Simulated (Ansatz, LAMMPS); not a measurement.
# Relaxing ionic liquid ethylammonium Br-, from a frame at 410 K (144 atoms), part 2 of 2

Wanted: the relaxed structure of ionic liquid ethylammonium Br-, from a frame at 410 K (144 atoms) and its electronic structure.

Ansatz 0.2.0; Kohn-Sham DFT, PBE+D3(BJ), PAW (set soft_2), plane waves.

The cell: 24 C, 12 N, 96 H and 12 Br. The network of contacts between molecules at the start is that of the classical potential that made the cell. Sampling is at Γ alone, for a cell whose shortest periodic width is 12 Å.

So far, density (g/cm³): step 5 (local order after relaxation) 1.61.

### 6. Single point at the relaxed geometry

The electronic structure is read at the final geometry, in a run of its own.

input.yaml

```yaml
crystal:
  lattice:
    - [11.75891, -0.36577, -0.18158]
    - [-0.36577, 11.43322, 0.1206]
    - [-0.18158, 0.1206, 11.58143]
  atoms:
    - { symbol: C, position: [0.06981, 0.99136, 0.27603] }
    - { symbol: C, position: [0.00978, 0.09424, 0.31969] }
    - { symbol: "N", position: [0.07206, 0.20796, 0.28889] }
    - { symbol: H, position: [0.01862, 0.91012, 0.29486] }
    - { symbol: H, position: [0.15382, 0.98623, 0.31884] }
    - { symbol: H, position: [0.08179, 0.9991, 0.1826] }
    - { symbol: H, position: [0.00426, 0.09029, 0.41392] }
    - { symbol: H, position: [0.92265, 0.09764, 0.2837] }
    - { symbol: H, position: [0.02955, 0.27599, 0.32173] }
    - { symbol: H, position: [0.15593, 0.21191, 0.32213] }
    - { symbol: H, position: [0.07714, 0.21644, 0.19813] }
    - { symbol: C, position: [0.59592, 0.45093, 0.78928] }
    - { symbol: C, position: [0.59278, 0.58258, 0.79728] }
    - { symbol: "N", position: [0.51039, 0.61363, 0.88501] }
    - { symbol: H, position: [0.61961, 0.41075, 0.87279] }
    - { symbol: H, position: [0.66042, 0.42865, 0.72866] }
    - { symbol: H, position: [0.51266, 0.41136, 0.76047] }
    - { symbol: H, position: [0.56417, 0.62273, 0.71558] }
    - { symbol: H, position: [0.67691, 0.62309, 0.82196] }
    - { symbol: H, position: [0.50631, 0.70456, 0.89004] }
    - { symbol: H, position: [0.42751, 0.57555, 0.86793] }
    - { symbol: H, position: [0.53575, 0.58363, 0.967] }
    - { symbol: C, position: [0.84919, 0.3426, 0.13668] }
    - { symbol: C, position: [0.87131, 0.43064, 0.03938] }
    - { symbol: "N", position: [0.99541, 0.44957, 0.017] }
    - { symbol: H, position: [0.75712, 0.32703, 0.14628] }
    - { symbol: H, position: [0.88497, 0.37404, 0.21979] }
    - { symbol: H, position: [0.88448, 0.25884, 0.11749] }
    - { symbol: H, position: [0.83916, 0.5159, 0.05794] }
    - { symbol: H, position: [0.83027, 0.40015, 0.95817] }
    - { symbol: H, position: [0.03095, 0.3697, 0.00128] }
    - { symbol: H, position: [0.00561, 0.50473, 0.94462] }
    [... 106 atom lines left out ...]
    - { symbol: Br, position: [0.68494, 0.03594, 0.30761] }
    - { symbol: Br, position: [0.37439, 0.73557, 0.59917] }
    - { symbol: Br, position: [0.87074, 0.31635, 0.45835] }
    - { symbol: Br, position: [0.518, 0.89546, 0.93192] }
    - { symbol: Br, position: [0.25539, 0.48442, 0.87014] }
    - { symbol: Br, position: [0.77452, 0.19558, 0.80966] }
kpoints:
  mp_grid: { grid: [1, 1, 1] }
hamiltonian:
  xc: pbe
  dispersion: d3bj
scf:
  occupations: { method: fixed }
output:
  forces: true
  stress: true
  populations: true
  dos:
    method: { smearing: { sigma: 0.08 } }
    de: 0.1
    projected: { site_lists: { Br: [Br], C: [C], H: [H], "N": ["N"] } }
  eigenvalues: true
  write_density: true
  write_potential: true
  volumetric_format: npy
```

On the command line:

```sh
$ ansatz run input.yaml --threads 4 --pin off --max-ram 8192MiB --backend cpu --events-out ev --progress --plain --runs-dir out
```

Elapsed: 16 s, on 4 threads of Arm Neoverse V2, shared host; peak memory 1.7 GiB; 60 s of CPU time.

The run gave:

- free energy: -45607.1435 eV
- free energy per atom: -316.7163 eV/atom
- SCF cycles: 8
- pressure: 0.005016 GPa
- r.m.s. force component: 0.00532 eV/Å
- longest force: 0.03244 eV/Å
- Fermi energy: -0.1673 eV
- gap (highest filled to lowest empty level): 4.414 eV
- spilling of the projection: 0.01146

Löwdin charges by element (they lack the spilled electrons, 0.027 e an atom on average):

| element | coordination | atoms | mean charge (e) | spread | least | most |
| --- | --- | --- | --- | --- | --- | --- |
| Br | all | 12 | -0.623 | 0.0265 | -0.673 | -0.580 |
| C | all | 24 | -0.308 | 0.150 | -0.465 | -0.153 |
| H | all | 96 | 0.238 | 0.0559 | 0.173 | 0.332 |
| N | all | 12 | -0.341 | 0.0049 | -0.352 | -0.332 |

States in the cell by windows of 1 eV, zero at the Fermi level; the larger projections on atomic orbitals stand beside the total:

| from (eV) | to (eV) | total | H s | C p | Br p | N p | C s | Br s |
| --- | --- | --- | --- | --- | --- | --- | --- | --- |
| -18 | -14 | 0.0 | 0.0 | 0.0 | 0.0 | 0.0 | 0.0 | 0.0 |
| -14 | -13 | 25.9 | 6.6 | 1.6 | 0.0 | 1.9 | 12.3 | 2.2 |
| -13 | -12 | 22.1 | 1.1 | 0.1 | 0.0 | 0.2 | 0.3 | 20.1 |
| -12 | -11 | 0.0 | 0.0 | 0.0 | 0.0 | 0.0 | 0.0 | 0.0 |
| -11 | -10 | 23.2 | 7.1 | 3.6 | 0.0 | 4.1 | 7.7 | 0.2 |
| -10 | -9 | 0.8 | 0.2 | 0.1 | 0.0 | 0.1 | 0.3 | 0.0 |
| -9 | -8 | 31.9 | 8.3 | 4.0 | 0.3 | 17.9 | 0.3 | 0.4 |
| -8 | -7 | 16.1 | 4.1 | 1.9 | 0.1 | 9.2 | 0.2 | 0.3 |
| -7 | -6 | 24.0 | 4.8 | 10.1 | 0.1 | 7.9 | 0.6 | 0.1 |
| -6 | -5 | 23.7 | 7.8 | 12.9 | 0.2 | 2.3 | 0.0 | 0.0 |
| -5 | -4 | 18.3 | 5.2 | 11.0 | 0.2 | 1.4 | 0.1 | 0.0 |
| -4 | -3 | 50.8 | 18.5 | 29.0 | 0.9 | 1.7 | 0.1 | 0.1 |
| -3 | -2 | 3.2 | 1.5 | 1.6 | 0.1 | 0.0 | 0.0 | 0.0 |
| -2 | -1 | 13.9 | 0.5 | 0.3 | 12.3 | 0.5 | 0.0 | 0.0 |
| -1 | 0 | 56.0 | 0.9 | 1.0 | 51.7 | 1.6 | 0.1 | 0.0 |
| 0 | 1 | 2.1 | 0.0 | 0.0 | 2.0 | 0.0 | 0.0 | 0.0 |
| 1 | 4 | 0.0 | 0.0 | 0.0 | 0.0 | 0.0 | 0.0 | 0.0 |
| 4 | 5 | 2.0 | 0.9 | 0.2 | 0.0 | 0.0 | 0.3 | 0.1 |

The curve was stored every 0.100 eV, coarse against its broadening of 0.08 eV, so these counts are rough.

With fixed occupations the program's Fermi level is the highest filled level; weight inside the gap is the broadening of levels at its edges.

Between -19 and -18 eV lie 24 more states.

The levels nearest the highest filled one (over half full), pooled over k-points and spins:

| level less the highest filled one (eV) | occupation |
| --- | --- |
| -0.271 | 2 |
| -0.244 | 2 |
| -0.219 | 2 |
| -0.14 | 2 |
| -0.0097 | 2 |
| 0 | 2 |
| 4.41 | 0 |
| 5.27 | 0 |
| 5.34 | 0 |
| 5.40 | 0 |
| 5.44 | 0 |
| 5.53 | 0 |

Valence density in the ab plane at fractional z = 0.306, with atoms of C and N and H and Br within 0.2 Å of it. It is the smooth field of the valence electrons, not physical close to the nuclei.

Ten steps, logarithmic in the rise over the least value, from '0' (0.0 e/Å³) to '9' (3.4 e/Å³), each cell a mean:
```
688887521134676311245777643100124
787654322456886411134454421000025
665321125778875321233222110000024
332100135887776533332110000000012
000000023555677754322100000000000
000000001223578864321000000011111
110111110012467653110000000012333
311233221012344321000000000124565
421234432111111100001000000135786
212345553210000000111110000123564
112456654310000000112110000011221
012356654210000001112110000000000
001244443100000001122210000000000
001122221000000001245421000011100
000011100000000012478641000112110
222100000111111012577642101122211
565422111233332113455421001122112
788765323456654223443210000111113
699987534677765322221100000000123
789976434677764311111222211001234
787643223566653210123455432113567
887532112344432100135677653225788
887654311112221001246766764223567
688877521012333211257766764211235
```
Columns run along a (11.8 Å), rows up along b (11.4 Å). Atoms in or near the plane, at fractional coordinates: C at (0.01, 0.09), N at (0.07, 0.21), H at (0.02, 0.91), H at (0.15, 0.99), H at (0.03, 0.28), H at (0.16, 0.21), H at (0.28, 0.86), H at (0.40, 0.96), H at (0.61, 0.39), H at (0.95, 0.64), Br at (0.68, 0.04).

Electrostatic potential energy in the ab plane at fractional z = 0.306, with atoms of C and N and H and Br within 0.2 Å of it. With pseudopotentials it is smooth inside the atoms' cores, unlike the true potential.

Ten even steps from '0' (-41 eV) to '9' (6 eV), each cell a mean:
```
730243799999615999998533799999999
336888999987537999999999999999998
458999998552158999999999999999998
999999996144468889989999999999999
999999999888753578999999999999999
999999999999730378999999999999999
999999999999876789999999999999999
999999999999999999999999999999868
999999999999999999999999999999504
999998899999999999999999999999878
999987789999999999999999999999999
999998789999999999999999999999999
999999999999999999999999999999999
999999999999999999976899999999999
999999999999999999840589999999999
999999999999999999876789999999999
657899999999999999888899999999998
413577899987789998889999999999998
710031699841269999999999999999998
720156899720169999999999999999998
235789999876789999999988999999875
005899999999999999998522589998441
236789999999999999995000069999874
730254799999999999995000179999998
```
Columns run along a (11.8 Å; values clipped at the 3rd and 97th percentile), rows up along b (11.4 Å). Atoms in or near the plane, at fractional coordinates: C at (0.01, 0.09), N at (0.07, 0.21), H at (0.02, 0.91), H at (0.15, 0.99), H at (0.03, 0.28), H at (0.16, 0.21), H at (0.28, 0.86), H at (0.40, 0.96), H at (0.61, 0.39), H at (0.95, 0.64), Br at (0.68, 0.04).

Mean Löwdin charges: Br -0.62, C -0.31, H +0.24, N -0.34 e (they miss 1.1 % of the electrons, so they add up to more than the cell's charge). The largest share in the top eV of filled states is Br p (93 % of the projected weight), and in the lowest eV of empty states H s (56 % of the projected weight).

The surroundings of N91, one of the 12 N atoms, nearest first, numbered as they follow in the input and with coordinates relative to it.

| atom | x | y | z | distance (Å) | bonds | Löwdin charge (e) |
| --- | --- | --- | --- | --- | --- | --- |
| N91 | 0.00 | 0.00 | 0.00 | 0.00 | 4 | -0.34 |
| H99 | -0.20 | 1.01 | 0.08 | 1.04 | 1 | 0.32 |
| H97 | 0.81 | -0.17 | 0.64 | 1.04 | 1 | 0.32 |
| H98 | 0.31 | -0.29 | -0.97 | 1.06 | 1 | 0.30 |
| C90 | -1.24 | -0.78 | 0.33 | 1.50 | 4 | -0.16 |
| H95 | -0.99 | -1.84 | 0.21 | 2.10 | 1 | 0.20 |
| H96 | -1.49 | -0.58 | 1.38 | 2.11 | 1 | 0.20 |
| C89 | -2.35 | -0.38 | -0.62 | 2.46 | 4 | -0.46 |

The column of bonds counts only the pairs H-C within 1.34 Å, H-N within 1.27 Å, C-C within 1.85 Å, C-N within 1.79 Å; other neighbours, such as metal atoms beside each other in a compound, aren't counted, and periodic images can show an atom twice.

### 7. A changed input

A doubtful change is made on purpose, to see how the program answers.

input.yaml

```yaml
crystal:
  lattice:
    - [11.65456, 0.0, 0.0]
    - [0.0, 11.65456, 0.0]
    - [0.0, 0.0, 11.65456]
  atoms:
    - { symbol: C, position: [0.08929, 0.00548, 0.25596] }
    - { symbol: C, position: [0.00997, 0.10311, 0.28554] }
    - { symbol: "N", position: [0.07979, 0.21281, 0.27252] }
    - { symbol: H, position: [0.04193, 0.92887, 0.22928] }
    - { symbol: H, position: [0.13962, 0.99151, 0.33231] }
    - { symbol: H, position: [0.14317, 0.02831, 0.18357] }
    - { symbol: H, position: [0.98014, 0.09788, 0.37674] }
    - { symbol: H, position: [0.93542, 0.11047, 0.22543] }
    - { symbol: H, position: [0.02481, 0.27914, 0.30112] }
    - { symbol: H, position: [0.16296, 0.20668, 0.30409] }
    - { symbol: H, position: [0.10364, 0.22218, 0.18606] }
    - { symbol: C, position: [0.61305, 0.44625, 0.79726] }
    - { symbol: C, position: [0.80732166, 0.02077, 0.49554] }
    - { symbol: "N", position: [0.46159, 0.58328, 0.82985] }
    - { symbol: H, position: [0.63057, 0.41368, 0.87953] }
    - { symbol: H, position: [0.68487, 0.44709, 0.72908] }
    - { symbol: H, position: [0.54399, 0.40086, 0.75725] }
    - { symbol: H, position: [0.60599, 0.61598, 0.73095] }
    - { symbol: H, position: [0.62655, 0.60842, 0.8841] }
    - { symbol: H, position: [0.44618, 0.66544, 0.84155] }
    - { symbol: H, position: [0.40779, 0.54774, 0.77199] }
    - { symbol: H, position: [0.45223, 0.54589, 0.9065] }
    - { symbol: C, position: [0.84668, 0.35697, 0.15932] }
    - { symbol: C, position: [0.84728, 0.43042, 0.05843] }
    - { symbol: "N", position: [0.95434, 0.4332, 0.00113] }
    - { symbol: H, position: [0.77307, 0.37881, 0.21633] }
    - { symbol: H, position: [0.93336, 0.35709, 0.20435] }
    - { symbol: H, position: [0.8301, 0.26116, 0.14362] }
    - { symbol: H, position: [0.83628, 0.51544, 0.08911] }
    - { symbol: H, position: [0.78166, 0.41331, 0.00059] }
    - { symbol: H, position: [0.97275, 0.35787, 0.95979] }
    - { symbol: H, position: [0.95984, 0.49804, 0.93764] }
    [... 106 atom lines left out ...]
    - { symbol: Br, position: [0.703, 0.98241, 0.29727] }
    - { symbol: Br, position: [0.35608, 0.72073, 0.61054] }
    - { symbol: Br, position: [0.86629, 0.29376, 0.47543] }
    - { symbol: Br, position: [0.51578, 0.84883, 0.95806] }
    - { symbol: Br, position: [0.23224, 0.44636, 0.8636] }
    - { symbol: Br, position: [0.79978, 0.18483, 0.80656] }
kpoints:
  mp_grid: { grid: [1, 1, 1] }
hamiltonian:
  xc: pbe
  dispersion: d3bj
scf:
  occupations: { method: fixed }
  max_iter: 60
output:
  forces: true
```

Elapsed: 60 s, on 4 threads; peak memory 1.8 GiB.

Residual by cycle:

cycle, log10 residual and a bar from the least value:
```
        1        2.6 ##############################
        4        1.7 #######################
        7        0.6 ##############
       10       -0.2 #######
       13       -0.4 ######
       16        1.0 #################
       18        1.1 ##################
       21        1.0 #################
       24       -0.9 #
       27       -1.1 
       30        0.5 #############
       33        1.1 ##################
```

The run was cut off at its time limit.

After 33 cycles the residual stands at 14.

The change made on purpose: crystal.atoms[12].position = [0.80732166, 0.02077, 0.49554].

### 8. Changed: scf.occupations.method = "cold" and scf.occupations.width = 0.005

Changed here: scf.occupations.method = "cold" and scf.occupations.width = 0.005.

input.yaml

```yaml
crystal:
  lattice:
    - [11.65456, 0.0, 0.0]
    - [0.0, 11.65456, 0.0]
    - [0.0, 0.0, 11.65456]
  atoms:
    [... the 144 atom lines of step 3 ...]
kpoints:
  mp_grid: { grid: [1, 1, 1] }
hamiltonian:
  xc: pbe
  dispersion: d3bj
scf:
  occupations: { method: cold, width: 0.005 }
output:
  forces: true
  stress: true
  populations: intrinsic
  dos:
    method: { smearing: { sigma: 0.15 } }
    de: 0.1
    projected: { site_lists: { Br: [Br], C: [C], H: [H], "N": ["N"] } }
  eigenvalues: true
```

Elapsed: 16 s, on 4 threads; peak memory 1.7 GiB; 60 s of CPU time.

Geometry and reference: those of the single point at the start.

Forces differ from those of the single point at the start by 0 meV/Å r.m.s., 0 % of their size. It took 0.96 times the reference's time (shared host, so rough). The change had no effect here: energy, forces and cycles are those of the reference.

### 9. Outcome

| Property | Result |
| --- | --- |
| energy change in the relaxation | -70.91 meV/atom |
| r.m.s. displacement | 0.832 Å |
| largest displacement | 1.963 Å |
| free energy per atom | -316.7163 eV/atom |
| pressure | 0.005016 GPa |
| r.m.s. force component | 0.00532 eV/Å |
| gap (highest filled to lowest empty level) | 4.414 eV |
| wall time of the 5 DFT runs | 5 min |

In words: Relaxation lowers the energy by 70.9 meV/atom and moves atoms by 0.83 Å r.m.s.; the r.m.s. force component goes from 1.1 to 0.0053 eV/Å, the pressure goes from 2.1 to 0.0050 GPa, and the gap from 3.61 to 4.41 eV. Displacements are taken in the final cell, so they leave out its strain. By the final cutoffs no bond was broken or made. The cell shrank by 1.8 % in volume. First to last step the energy falls by 10.211 eV, across changes of basis; the largest move, 1.96 Å, is that of H42. The C-N bonds change most in mean length: from 1.452 Å (spread 0.038) to 1.494 Å (spread 0.003). Counting bonds as in the table, all C atoms have 4, all H atoms have 1 and all N atoms have 4 bonded neighbours. Filled and empty levels are parted by 4.41 eV (at Γ alone); a semilocal functional tends to put such gaps too low. In a disordered cell it changes from sample to sample and from frame to frame.

What to keep in mind: The network of contacts between molecules at the start is that of the classical potential that made the cell; in DFT atoms moved by 0.83 Å r.m.s.

[Logs are printed without paths, hosts, clocks, repeated set-up lines and the standing remarks that a program may print on its own settings, such as how far it seeks lower states.]

[Hosts, paths, dates, database ids (printed as entryN), source tags and the programs' standing remarks are cut or masked in the printed files.]
